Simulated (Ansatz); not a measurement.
# Moving the knobs of a GW run on HgC2S2N2 (C2/m)

A base run on HgC2S2N2 (C2/m), then changed inputs.

Method: G0W0 on PBE, plane waves, PAW; PAW set soft_1, in Ansatz 0.2.0.

### 1. Starting point

Symmetry: C2/m, No. 12, monoclinic system. Conventional cell: a = 10.878 Å, b = 4.042 Å, c = 6.435 Å, α = 90.00°, β = 95.28°, γ = 90.00°. Nearest to Hg lie 2 S at 2.43 Å. Nearest to C lie 1 N at 1.18 Å and 1 S at 1.66 Å. Nearest to S lie 1 C at 1.66 Å and 1 Hg at 2.43 Å. Nearest to N lie 1 C at 1.18 Å. Farther neighbours and most contacts between anions are not listed.

As a file:

```
Hg C S N
1.0
     5.43900   -2.02100    0.00000
     5.43900    2.02100    0.00000
    -0.59217    0.00000    6.40770
Hg C S N
1 2 2 2
Direct
  0.00000 0.00000 0.00000
  0.26615 0.26615 0.22334
  0.73385 0.73385 0.77666
  0.13201 0.13201 0.32598
  0.86799 0.86799 0.67402
  0.36340 0.36340 0.15691
  0.63660 0.63660 0.84309
```

Geometry: measured cell, ions relaxed with PBE. The runs that relaxed it are not among those shown. Spin-orbit coupling is left out unless a step names it.

### 2. The base run: 4×4×2 mesh, 319 empty bands, screening to 100 eV, plasmon pole, PAW set soft_1 files

G0W0 replaces the xc potential by the self-energy, built once from these orbitals. Only a window of levels is corrected, while the sums run over the empty bands that the input names. This step takes PAW set soft_1 files.

Contents of input.yaml:

```yaml
crystal:
  lattice:
    - [5.439, -2.021, 0.0]
    - [5.439, 2.021, 0.0]
    - [-0.5921680587, 0.0, 6.4076955288]
  atoms:
    - { symbol: Hg, position: [0.0, 0.0, 0.0] }
    - { symbol: C, position: [0.2661513025, 0.2661513025, 0.2233405963] }
    - { symbol: C, position: [0.7338486975, 0.7338486975, 0.7766594037] }
    - { symbol: S, position: [0.1320101513, 0.1320101513, 0.3259806969] }
    - { symbol: S, position: [0.8679898487, 0.8679898487, 0.6740193031] }
    - { symbol: "N", position: [0.3633996325, 0.3633996325, 0.1569129335] }
    - { symbol: "N", position: [0.6366003675, 0.6366003675, 0.8430870665] }
kpoints:
  mp_grid: { grid: [4, 4, 2] }
hamiltonian:
  xc: pbe
  pseudopotentials: { kind: paw, azcp: { folder: soft_1 } }
scf:
  occupations: { method: fixed }
gw:
  n_empty_bands: 319
  ecut_chi: 100
  qp_bands: [v2, c2]
  qp_kpoints: band_edges
  screening: { model: godby_needs }
```

Command:

```console
> ansatz run input.yaml --threads 2 --pin off --max-ram 92160MiB --backend cuda --events-out ev --progress --plain --runs-dir out --devices 1 --max-vram 13GiB
```

Numbers of over 12 decimals in the logs are rounded to 6 here.

What it wrote:

```text
GPUs: using 1 of 1 available (devices: 1).
Engine: ansatz 0.2.0, x86_64-unknown-linux-gnu
Pseudopotentials: kind: paw
Pseudopotential: Hg, paw, valence charge 20, recommended cutoff 420 eV (normal), soft_1/Hg.paw.azcp
Pseudopotential: C, paw, valence charge 4, recommended cutoff 420 eV (normal), soft_1/C.paw.azcp
Pseudopotential: S, paw, valence charge 6, recommended cutoff 420 eV (normal), soft_1/S.paw.azcp
Pseudopotential: N, paw, valence charge 5, recommended cutoff 420 eV (normal), soft_1/N.paw.azcp
Functional definition: PBE
  parameter kappa = 0.804
  parameter beta = 0.066725
  exchange = pbe_x(kappa = kappa, mu = beta*pi^2/3)
  correlation = pbe_c(beta = beta)
device memory: the entry about to start is reckoned to put 1.3 GiB on a device that reports 44.5 GiB free (of which the cap on the GPU budget leaves the run 13.0 GiB)
GPU FFT provider: cuFFT
GPU libraries: cuBLAS 13.8.2, cuFFT 12.4.0, cuSOLVER 12.3.4
Crystal: 7 atoms, lattice volume = 140.870 Å³
Basis set: ecut = 420 eV, 2761 PW (Γ)
Bands: 32, of which v1, the nominal top of the filled ones, is band 25 counted from 1 (24 counted from 0)
Symmetry: 4 space group operations
Space group: C2/m (ITA 12), of the structure as read, at distance tolerance 5.2e-5 Å
k-points: 14 of 32
Non-local potential: Hg, projectors of the file, l = 0: 3, l = 1: 2, l = 2: 2, l = 3: 1
Non-local potential: C, projectors of the file, l = 0: 2, l = 1: 2, l = 2: 1
Non-local potential: S, projectors of the file, l = 0: 2, l = 1: 2, l = 2: 1
Non-local potential: N, projectors of the file, l = 0: 2, l = 1: 2, l = 2: 1
PAW form: soft (Blöchl's): semilocal exchange-correlation on the pseudo side does not see the compensation charge
PAW one-centre angular grid: Hg, 590 points (default); XC on 64 Gauss nodes
PAW one-centre angular grid: C, 110 points (default); XC on 64 Gauss nodes
PAW one-centre angular grid: S, 110 points (default); XC on 64 Gauss nodes
PAW one-centre angular grid: N, 110 points (default); XC on 64 Gauss nodes
Initial density: superposition of atomic densities (chi_scale 0.1, normalization cell, long waves kept (reshape's long-wave potential 0.21 eV rms))
Initial wavefunctions: pseudopotential atomic-orbital guess
GPU buffer pool allocated for 72000 grid points (all kernels)
GPU transforms: local potential and band sums: pruned to the plane-wave sphere, on 40×40×45
Functional: x = pbe(κ = 0.804, μ = 0.219515), c = pbe(β = 0.066725)
SCF iter   1: F=—  HF=-16889.568963 eV  |F-HF|=—  |Δ(HF+E_count)|=         —  Δρ=7.42e-2  dr2=7.20e0  ethr=3.10e-3  ⟨swp⟩=5.0  Hψ=1904  notcnv=0  defer=57
preconditioner: auto → Resta (q_TF=auto, 2.296 Å⁻¹)  ε∞=4.0  [insulator: Δε(μ)=2.066 eV  Ē_g=11.703 eV  n_scr=24 (ndim 8)  ℏωp=20.3 eV  f_vac=0.054  ε∞_Penn≈4.0]
[...]
--- Per-component energies (eV) ---
  E_band       = -707.300216
  E_kinetic    = 1205.387510
  E_local      = -5537.312788  (includes V_loc(G=0)·N_el)
  E_nonlocal   = 274.753023
  E_hartree    = 2274.994817
  E_xc         = -592.441125
  E_vxc        = -669.263217  (∫ρ·V_xc dr)
  E_paw        = -11630.683556  (= ΣΔE_a)
  E_vpaw       = -530.847668  (= ΣTr[D̂ρ^β])
  E_aug_tail   = 0.002217  (compensation charges beyond the density's cutoff)
  E_ewald      = -2882.020586
  E_smearing   = -0.000000  (= −TS)
  E_closure    = -0.000000  (closes the sum)
  Σ components = -16887.320488   (vs F -16887.320488, Δ=0.00e0)
--- Band table (eV; the first three rows and the last of 14) ---
  k-point 0: bands = [... 21 lower, 1.2393, 2.1138, 2.3349, 2.9714, 5.3105, 7.2756, 7.5186, 8.3315, ... 3 higher]
  k-point 1: bands = [... 21 lower, 1.4890, 2.0300, 2.3298, 2.9831, 6.1425, 7.4470, 7.9499, 8.5689, ... 3 higher]
  k-point 2: bands = [... 21 lower, 1.2464, 1.5838, 2.3172, 2.6967, 5.5586, 7.2037, 7.9560, 8.3696, ... 3 higher]
  k-point 13: bands = [... 21 lower, 1.8117, 1.9042, 2.9634, 2.9821, 5.9602, 7.7103, 7.8332, 8.2047, ... 3 higher]
--- G₀W₀: ω_p = 22.1225 eV, 32 q-points, 319 empty bands' worth ---
  eigenvalues of the whole cell's RPA ε∞ on this k-mesh (on a slab, of 1 + 4πα/V) = 2.6061, 3.2383, 5.1827; static W/v taken at q = 0 is 0.298785
  GN-PPA: 1218388/3268703 pairs with Re ω̃² < 0 across q-mesh
  gw.qp_kpoints: band_edges: 13 of 14 stored k-points solved, in 1 pass; an edge of the gap read off the rows below is read off those points alone
    valence top: of the k-points left out ik 10 came nearest to being solved in a further pass, in band 25 (counted from 1, as in the quasiparticle table): it holds the edge there only if its correction is more favourable than any solved in that band by at least 0.735 eV; those differ by 0.075 eV
    conduction bottom: of the k-points left out ik 10 came nearest to being solved in a further pass, in band 26 (counted from 1, as in the quasiparticle table): it holds the edge there only if its correction is more favourable than any solved in that band by at least 0.532 eV; those differ by 0.220 eV
    ik  band        ε_KS         Σx   Σc(E_QP)       V_xc       Z   E_QP_lin       E_QP  E_QP is
     0    24      2.3349   -18.3541     2.3559   -15.0051  0.7796     1.3327     1.3418  root
     0    25      2.9714   -19.8068     2.2966   -16.5885  0.7818     2.0431     2.0497  root
     0    26      5.3105   -10.9410    -3.3683   -15.2686  0.8092     6.2743     6.2699  root
     0    27      7.2756    -8.3449    -3.7942   -13.2605  0.8023     8.4034     8.3969  root
     1    24      2.3298   -18.5402     2.3657   -15.2065  0.7789     1.3532     1.3618  root
     1    25      2.9831   -19.6588     2.2898   -16.4245  0.7828     2.0317     2.0387  root
     1    26      6.1425   -11.8164    -3.6835   -16.6796  0.8002     7.3300     7.3222  root
     1    27      7.4470    -7.2599    -4.0528   -12.3381  0.8098     8.4789     8.4724  root
[...]
13    24      2.9634   -18.9209     2.2088   -15.7923  0.7807     2.0371     2.0436  root
    13    25      2.9821   -19.8503     2.2721   -16.6753  0.7822     2.0730     2.0791  root
    13    26      5.9602   -11.3764    -3.5452   -16.0172  0.8042     7.0625     7.0558  root
    13    27      7.7103    -8.7136    -4.1186   -14.2124  0.7910     9.1029     9.0907  root
[key lines of the parts left out:]
SCF converged after 9 iterations
Free energy (F): -16887.320488 eV
Fermi energy:    3.100609 eV
```

The job ended after 39 s (1 × NVIDIA H100 80GB HBM3 (shared by 6 runs) with 2 threads of AMD EPYC 7R13 (Zen 3), shared host; peak memory 1.6 GiB; 55 s of CPU time).

In the SCF lines HF is the Harris–Foulkes energy and dr2 the Hartree energy of the density residual, in eV; the loop may stop once dr2 is under the threshold and the program's other checks hold. Hψ counts applications of the Hamiltonian.

Numbers from this step:

```
bands summed                                 : 344
plasmon-pole fit frequency                   : 22.12 eV
RPA ε∞ on this mesh (eigenvalues)            : 2.606, 3.238, 5.183
plane waves in the screening matrix          : 327
q-points in the mesh                         : 32
G0W0 gap on the mesh                         : 4.072 eV
k of the valence top                         : -0.5, -0.5, 0
k of the conduction bottom                   : 0, 0, 0
starting gap on the mesh                     : 2.210 eV
Z at the valence top                         : 0.7831
Z at the conduction bottom                   : 0.8092
least direct G0W0 gap on the computed points : 4.220 eV
```

The gap on the mesh goes from 2.21 eV to 4.07 eV, a correction of +1.86 eV. Between the two edge states, bare exchange in place of the xc potential would open the gap by 7.45 eV, and correlation takes back 5.59 eV.

### 3. Variant: plasmon pole at a typed frequency

input.yaml: that of step 2 with these lines changed.

```diff
@@ -26 +26,2 @@
   screening: { model: godby_needs }
+  plasmon_pole_fit_frequency: 40
```

What it wrote:

```text
GPUs: using 1 of 1 available (devices: 1).
[...]
GPU FFT provider: cuFFT
GPU libraries: cuBLAS 13.8.2, cuFFT 12.4.0, cuSOLVER 12.3.4
Crystal: 7 atoms, lattice volume = 140.870 Å³
Basis set: ecut = 420 eV, 2761 PW (Γ)
Bands: 32, of which v1, the nominal top of the filled ones, is band 25 counted from 1 (24 counted from 0)
[... 1 set-up line as in the run before ...]
[...]
k-points: 14 of 32
[...]
GPU buffer pool allocated for 72000 grid points (all kernels)
[...]
SCF iter   1: F=—  HF=-16889.568963 eV  |F-HF|=—  |Δ(HF+E_count)|=         —  Δρ=7.42e-2  dr2=7.20e0  ethr=3.10e-3  ⟨swp⟩=5.0  Hψ=1904  notcnv=0  defer=57
[...]
SCF iter   9: F=-16887.320488 eV  HF=-16887.320488 eV  |F-HF|=3.19e-9  |Δ(HF+E_count)|=   1.21e-6  Δρ=6.04e-6  dr2=5.85e-8  ethr=2.00e-10  ⟨swp⟩=11.4  Hψ=1961  notcnv=0
SCF 1 converged in 9 iterations: F = -16887.320488 eV  dr2 = 5.85e-8
[...]
NSCF: frozen V_eff on 14 k-points, pencils in batches of 32, up to order 128
[...]
NSCF: frozen V_eff on 14 k-points
G₀W₀ screening: q 1/14
[... further progress lines ...]
[...]
SCF converged after 9 iterations
Free energy (F): -16887.320488 eV
[...]
Internal energy: -16887.320488 eV  (E = F + TS)
E sigma→0 (E₀):  -16887.320488 eV
Fermi energy:    3.100609 eV
[...]
--- Band table (eV; the first three rows and the last of 14) ---
  k-point 0: bands = [... 21 lower, 1.2393, 2.1138, 2.3349, 2.9714, 5.3105, 7.2756, 7.5186, 8.3315, ... 3 higher]
  k-point 1: bands = [... 21 lower, 1.4890, 2.0300, 2.3298, 2.9831, 6.1425, 7.4470, 7.9499, 8.5689, ... 3 higher]
  k-point 2: bands = [... 21 lower, 1.2464, 1.5838, 2.3172, 2.6967, 5.5586, 7.2037, 7.9560, 8.3696, ... 3 higher]
  k-point 13: bands = [... 21 lower, 1.8117, 1.9042, 2.9634, 2.9821, 5.9602, 7.7103, 7.8332, 8.2047, ... 3 higher]
--- G₀W₀: ω_p = 40.0000 eV, 32 q-points, 319 empty bands' worth ---
[...]
GN-PPA: 1339024/3268703 pairs with Re ω̃² < 0 across q-mesh
[...]
0    24      2.3349   -18.3541     2.2567   -15.0051  0.7942     1.2403     1.2427  root
     0    25      2.9714   -19.8068     2.2157   -16.5885  0.7951     1.9645     1.9688  root
     0    26      5.3105   -10.9410    -3.4147   -15.2686  0.8236     6.2266     6.2234  root
     0    27      7.2756    -8.3449    -3.8237   -13.2605  0.8233     8.3826     8.3674  root
     1    24      2.3298   -18.5402     2.2673   -15.2065  0.7932     1.2628     1.2634  root
     1    25      2.9831   -19.6588     2.2075   -16.4245  0.7956     1.9519     1.9563  root
     1    26      6.1425   -11.8164    -3.7108   -16.6796  0.8159     7.2972     7.2948  root
     1    27      7.4470    -7.2599    -4.0907   -12.3381  0.8246     8.4399     8.4344  root
[...]
13    24      2.9634   -18.9209     2.1242   -15.7923  0.7931     1.9548     1.9590  root
    13    25      2.9821   -19.8503     2.1916   -16.6753  0.7949     1.9953     1.9986  root
    13    26      5.9602   -11.3764    -3.5833   -16.0172  0.8187     7.0236     7.0177  root
    13    27      7.7103    -8.7136    -4.1293   -14.2124  0.8074     9.0886     9.0799  root
```

Wall time 44 s (1 × NVIDIA H100 80GB HBM3 (shared by 6 runs) with 2 threads); peak memory 1.6 GiB; 60 s of CPU time.

The G0W0 gap on the mesh is 4.105 eV.

Against the base:

```tsv
setting	base	variant
plasmon pole fit frequency	-	40
```

```tsv
quantity	variant	base
starting gap on the mesh	2.210	2.210
G0W0 gap on the mesh	4.105	4.072
least direct G0W0 gap on the computed points	4.255	4.220
Z at the valence top	0.795	0.783
Z at the conduction bottom	0.824	0.809
```

### 4. What came out

| Property | Result |
| --- | --- |
| base | 4.07 eV, 39 s |
| plasmon pole at a typed frequency | 4.11 eV, 44 s |

**Reading.** Plasmon pole at a typed frequency: the gap moves by +0.03 eV. All runs here use a coarse mesh and modest cutoffs; they test settings and are not final values. The 4×4×2 mesh is coarse for this cell (its supercell is 13 Å along the shortest edge). The RPA ε∞ on it, from the PBE start, is 2.61, 3.24 and 5.18; such meshes misread the long-range screening, most where the gap is narrow. A d shell, filled or nearly so, lies near the gap. One-shot GW converges very slowly in bands there, not always from below, and on a semilocal start the gap tends to come out low; starts rich in exact exchange can overshoot instead. The many-body steps are scalar-relativistic: spin-orbit coupling is not in them.

[Paths, hosts, dates, memory and timing lines, banners, echoed tables and standing remarks are left out of the program output.]

[Logs are printed without paths, hosts, clocks, repeated set-up lines and the standing remarks that a program may print on its own settings, such as how far it seeks lower states.]

[Runs of the session that timed out or met a known fault of the program may be left out.]

[Cells called generated may have been cut or substituted from an entry of the Crystallography Open Database or the Materials Project.]

[Hosts, paths, dates, database ids (printed as entryN), source tags and the programs' standing remarks are cut or masked in the printed files.]
